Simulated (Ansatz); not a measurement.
# CdAu: which shell does photoemission see at 21.2 and 1253.6 eV? (r²SCAN)

The valence band of CdAu mixes several shells. Work out by hand which one leads the spectrum's area at each photon energy.

Filled states come from the projected DOS of Ansatz 0.2.0 (r²SCAN, plane waves); cross sections σ and asymmetry parameters β are those of free atoms in a Dirac–Hartree–Slater calculation. A shell's area is states × σ × angular factor, which is 1 − β·P₂(cos θ)/2 for unpolarised light, with θ = 60° from the beam and P₂ = -0.125.

**At 21.2 eV** (states counted from 11.2 eV below the zero; other shells add 0.5 to the products' sum of 78.5):

```
shell  filled states a cell  cross section (Mb an electron)      β  angular factor  product  share by hand (%)  share in the simulated spectrum (%)
Au 5d                 19.61                            3.02  -0.11            0.99     58.9                 75                                   75
Cd 4d                 19.94                           0.964  -0.11            0.99     19.1                 24                                   24
```

**At 1253.6 eV** (states counted from 11.8 eV below the zero; other shells add 0.0026 to the products' sum of 0.159):

| shell | filled states a cell | cross section (Mb an electron) | β | angular factor | product | share by hand (%) | share in the simulated spectrum (%) |
| --- | --- | --- | --- | --- | --- | --- | --- |
| Au 5d | 19.61 | 0.00327 | 1.26 | 1.08 | 0.0691 | 44 | 44 |
| Cd 4d | 19.94 | 0.00404 | 1.32 | 1.08 | 0.0871 | 55 | 55 |

Au 5d leads at 21.2 eV and Cd 4d at 1253.6 eV. Between the two energies σ of Au 5d changes by a factor 0.0011 and that of Cd 4d by 0.0042, so their ratio moves 3.9-fold in favour of the second. The simulated spectrum uses the same rule on the energy-resolved DOS, so the two share columns agree within a few points.

Only crystals where the two columns agree within 4 points and the lead is clear are worked in this form. Free-atom cross sections ignore the solid's final states, no escape depth or background enters, and the count of states a shell hangs on the projection.

[Logs are printed without paths, hosts, clocks, repeated set-up lines and the standing remarks that a program may print on its own settings, such as how far it seeks lower states.]
